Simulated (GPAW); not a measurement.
**Co6 on Ru4 0001: parallel, opposed and spinless runs**

Wanted: the moments of Co6 on Ru4 0001 and the energy of each order that was tried.

Method: PBE; plane waves with GPAW's PAW setups, scalar-relativistic, in GPAW 26.7.0.

The raw output is cut from this account; settings, times and results stay.

## Step 1: Starting point

The cell holds 10 atoms: 4 Ru and 6 Co. Cell: a = 2.706 Å, b = 2.706 Å, c = 29.133 Å, α = 90.0°, β = 90.0°, γ = 120.0°. ideal sites on the substrate's mesh, layer spacings from atomic volumes, unrelaxed, 12 A of vacuum. Vacuum lies along c.

## Step 2: Order 1, typed as ferro ++++++

Parallel moments need no larger cell; this start tests for a ferromagnetic state only.

File order1.py:

```python
import json
import numpy as np
from ase import Atoms
from ase.parallel import paropen, parprint
from gpaw import GPAW

atoms = Atoms(['Ru', 'Ru', 'Ru', 'Ru', 'Co', 'Co', 'Co', 'Co', 'Co', 'Co'],
    cell=[[2.706, 0.0, 0.0],
         [-1.353, 2.343465, 0.0],
         [0.0, 0.0, 29.1334]],
    scaled_positions=[[0.0, 0.0, 0.205949],
         [0.333333, 0.666667, 0.279563],
         [0.0, 0.0, 0.353178],
         [0.333333, 0.666667, 0.426792],
         [0.0, 0.0, 0.49364],
         [0.333333, 0.666667, 0.553722],
         [0.0, 0.0, 0.613804],
         [0.333333, 0.666667, 0.673886],
         [0.0, 0.0, 0.733969],
         [0.333333, 0.666667, 0.794051]],
    pbc=True,
    magmoms=[0.0, 0.0, 0.0, 0.0, 1.8, 1.8, 1.8, 1.8, 1.8, 1.8])
atoms.calc = GPAW(mode={'name': 'pw', 'ecut': 450},
    xc='PBE',
    kpts={'size': (18, 18, 1), 'gamma': True},
    occupations={'name': 'fermi-dirac', 'width': 0.05},
    convergence={'density': 1e-05, 'energy': 1e-05},
    maxiter=250,
    mixer={'name': 'pulay', 'beta': 0.03, 'nmaxold': 8, 'weight': 100},
    symmetry={'tolerance': 1e-4},
    txt='order1.txt')
e = atoms.get_potential_energy(force_consistent=True)
res = {'free_energy': e, 'energy_sigma0': atoms.get_potential_energy(), 'fermi_energy': atoms.calc.get_fermi_level()}
res['moments'] = atoms.get_magnetic_moments().tolist()
res['total'] = atoms.get_magnetic_moment()
parprint('site moments (muB):', np.round(res['moments'], 3))
parprint(f"total moment: {res['total']:.3f} muB")
parprint(f'free energy: {e:.6f} eV')
atoms.calc.write('order1.gpw')
with paropen('results.json', 'w') as f:
    json.dump(res, f)
```

On the command line:

```bash
$ OMP_NUM_THREADS=1 mpirun -n 4 gpaw python order1.py > order1.log
```

Elapsed: 9.7 min, on 4 MPI ranks of Arm Neoverse V2, shared host; peak memory 1.4 GiB.

Spin moment in the augmentation sphere by atom:

```csv
atom,spin moment in the augmentation sphere (μB)
Ru1,-0.02
Ru2,0.01
Ru3,-0.05
Ru4,-0.04
Co5,1.34
Co6,1.64
Co7,1.67
Co8,1.67
Co9,1.74
Co10,1.83
```

Numbers from this step:

```
magnetization : 9.487 μB
final state   : ferromagnetic
```

After 67 cycles the largest moment stands at 1.83 μB.

## Step 3: Run 2 (ferri +++++-)

An opposed order shows whether the pairs that it reverses prefer unlike signs.

order2.py is the script of step 2 with these lines changed:

```diff
@@ -21,3 +21,3 @@
     pbc=True,
-    magmoms=[0.0, 0.0, 0.0, 0.0, 1.8, 1.8, 1.8, 1.8, 1.8, 1.8])
+    magmoms=[0.0, 0.0, 0.0, 0.0, 1.8, 1.8, 1.8, 1.8, 1.8, -1.8])
 atoms.calc = GPAW(mode={'name': 'pw', 'ecut': 450},
@@ -30,3 +30,3 @@
     symmetry={'tolerance': 1e-4},
-    txt='order1.txt')
+    txt='order2.txt')
 e = atoms.get_potential_energy(force_consistent=True)
@@ -38,3 +38,3 @@
 parprint(f'free energy: {e:.6f} eV')
-atoms.calc.write('order1.gpw')
+atoms.calc.write('order2.gpw')
 with paropen('results.json', 'w') as f:
```

On the command line:

```bash
$ OMP_NUM_THREADS=1 mpirun -n 4 gpaw python order2.py > order2.log
```

It took 40 min on 4 MPI ranks; peak memory 1.4 GiB; 2 h of CPU time.

The run stopped without converging, so none of its numbers is a property of the system.

A smaller mixing step or another start is the usual next try.

## Step 4: Run 3 (no spin polarisation)

Without spin polarisation no moment can form, so the difference from the other runs is what forming moments gains.

nospin.py is the script of step 3 with these lines changed:

```diff
@@ -20,4 +20,3 @@
          [0.333333, 0.666667, 0.794051]],
-    pbc=True,
-    magmoms=[0.0, 0.0, 0.0, 0.0, 1.8, 1.8, 1.8, 1.8, 1.8, -1.8])
+    pbc=True)
 atoms.calc = GPAW(mode={'name': 'pw', 'ecut': 450},
@@ -30,11 +29,7 @@
     symmetry={'tolerance': 1e-4},
-    txt='order2.txt')
+    txt='nospin.txt')
 e = atoms.get_potential_energy(force_consistent=True)
 res = {'free_energy': e, 'energy_sigma0': atoms.get_potential_energy(), 'fermi_energy': atoms.calc.get_fermi_level()}
-res['moments'] = atoms.get_magnetic_moments().tolist()
-res['total'] = atoms.get_magnetic_moment()
-parprint('site moments (muB):', np.round(res['moments'], 3))
-parprint(f"total moment: {res['total']:.3f} muB")
 parprint(f'free energy: {e:.6f} eV')
-atoms.calc.write('order2.gpw')
+atoms.calc.write('nospin.gpw')
 with paropen('results.json', 'w') as f:
```

On the command line:

```bash
$ OMP_NUM_THREADS=1 mpirun -n 4 gpaw python nospin.py > nospin.log
```

The job ended after 5.4 min (4 MPI ranks; peak memory 1.1 GiB).

Numbers from this step:

| Quantity | Value |
| --- | --- |
| final state | non-magnetic (no spin polarisation) |

It lies 224 meV a seeded atom over the first start.

## Step 5: The states side by side

Energies are divided by the number of seeded atoms, so that cells of unlike size compare.

Orders:

```csv
start,final state,typed order kept,energy over the lowest (meV a seeded atom),largest site moment (μB),net moment (μB a primitive cell),mesh matched,CPU time (s)
ferro ++++++,ferromagnetic,yes,0,1.833,9.487,yes,2338
no spin polarisation,non-magnetic,-,224.2,0,0,yes,1289
```

## Step 6: Outcome

```
lower run                          : with moments
largest site moment                : 1.83 μB
next state                         : non-magnetic, 224 meV a seeded atom higher
energy gained by spin polarisation : 224 meV a seeded atom
```

No opposed order could be compared. The parallel start holds moments up to 1.83 μB. 1 start gave no converged result and is missing from the ranking; a lower order may hide there. No antiferromagnetic order was obtained, so the session says nothing on how the moments order.

[Long decimals in the printed logs are rounded to 6 places.]

[Logs and program files are shortened in this print: banners, set-up blocks, solver, clock and traceback lines can be left out without a mark of their own.]

[Logs are printed without paths, hosts, clocks, repeated set-up lines and the standing remarks that a program may print on its own settings, such as how far it seeks lower states.]

[Hosts, paths, dates, database ids (printed as entryN), source tags and the programs' standing remarks are cut or masked in the printed files.]

[Where the starting crystal was built by hand or by swapping elements, it need not be the compound's stable phase.]

[Where a cell is said to come from a database of computed structures, the database is the Materials Project.]

[Runs that the program refused, that were killed for memory or that had too few empty states are not shown or counted.]

[Lattice constants of own cells that a recipe calls measured were typed without a cited source.]
